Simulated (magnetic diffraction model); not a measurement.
## DyCdRe2: what an assumed order does to the neutron pattern

Space group P3m1 (no. 156), a = 3.9420 Å, c = 6.0870 Å.

```csv
site,atom,x,y,z
1c,Re,2/3,1/3,0.7337
1a,Re,0,0,0.2462
1b,Dy,1/3,2/3,0.0014
1a,Cd,0,0,0.6333
```

The compound is invented for this exercise: a known structure type with other elements, its cell scaled to their sizes and not relaxed.

Only Dy is taken to order (form factors of Dy3+); orders and moment sizes are assumed, and not adapted to the symmetry. Radiation: neutrons of λ = 2.567 Å (absorption by Cd and Dy left out), 5° to 100°; isotropic B of 0.51 Å² (Re), 0.56 Å² (Dy) and 0.47 Å² (Cd). Simulated constant-wavelength pattern: nuclear and magnetic terms add, the magnetic one as |2.695 fm × Σ f S⊥ exp(2πi Q·r) exp(−B s²)|², summed over all Q at one angle with the factor 1/(sin²θ cos θ). For collinear order S is the moment m, which repeats by lattice and centring translations R with the sign exp(−2πi k·R). Free-ion form factors, Sears's scattering lengths of 1992, no absorption; a label names one of the reflections at its angle. The strongest nuclear line in the range is 100, and lines under 0.2 are left out.

Assume the order k = (0 0 1/2), collinear moments along [101], 8.4 μB on Dy.

Q: Where does magnetic intensity appear, and how strong is it?

| 2θ (°) | index | nuclear | magnetic |
| --- | --- | --- | --- |
| 12.10 | (0 0 1/2) | 0.0 | 73.6 |
| 24.34 | (0 0 1) | 22.3 | 0.0 |
| 36.88 | (0 0 3/2) | 0.0 | 7.5 |
| 44.17 | (1 0 0) | 5.6 | 0.0 |
| 45.97 | (1 0 1/2) | 0.0 | 77.2 |
| 49.89 | (0 0 2) | 1.9 | 0.0 |
| 51.07 | (1 0 1) | 100.0 | 0.0 |
| 58.85 | (1 0 3/2) | 0.0 | 34.6 |
| 63.63 | (0 0 5/2) | 0.0 | 2.3 |
| 68.80 | (1 0 2) | 83.8 | 0.0 |
| 78.48 | (0 0 3) | 8.8 | 0.0 |
| 80.70 | (1 0 5/2) | 0.0 | 13.8 |
| 81.26 | (1 1 0) | 76.9 | 0.0 |
| 82.55 | (1 1 1/2) | 0.0 | 22.9 |
| 86.39 | (1 1 1) | 15.8 | 0.0 |
| 92.76 | (1 1 3/2) | 0.0 | 16.4 |
| 94.76 | (1 0 3) | 42.8 | 0.0 |
| 95.12 | (0 0 7/2) | 0.0 | 1.0 |
| 97.52 | (2 0 0) | 1.8 | 0.0 |
| 98.80 | (2 0 1/2) | 0.0 | 16.6 |

The strongest magnetic line in the range is (1 0 1/2) at 45.97° (77.2). On top of the Lorentz factor, which all lines share, magnetic lines fade with angle because f falls: for Dy3+ it is 0.96, 0.84, 0.69 and 0.41 at sin θ/λ = 0.1, 0.2, 0.3 and 0.5 Å⁻¹, while nuclear lengths stay constant. The order has no net moment.

[Logs are printed without paths, hosts, clocks, repeated set-up lines and the standing remarks that a program may print on its own settings, such as how far it seeks lower states.]
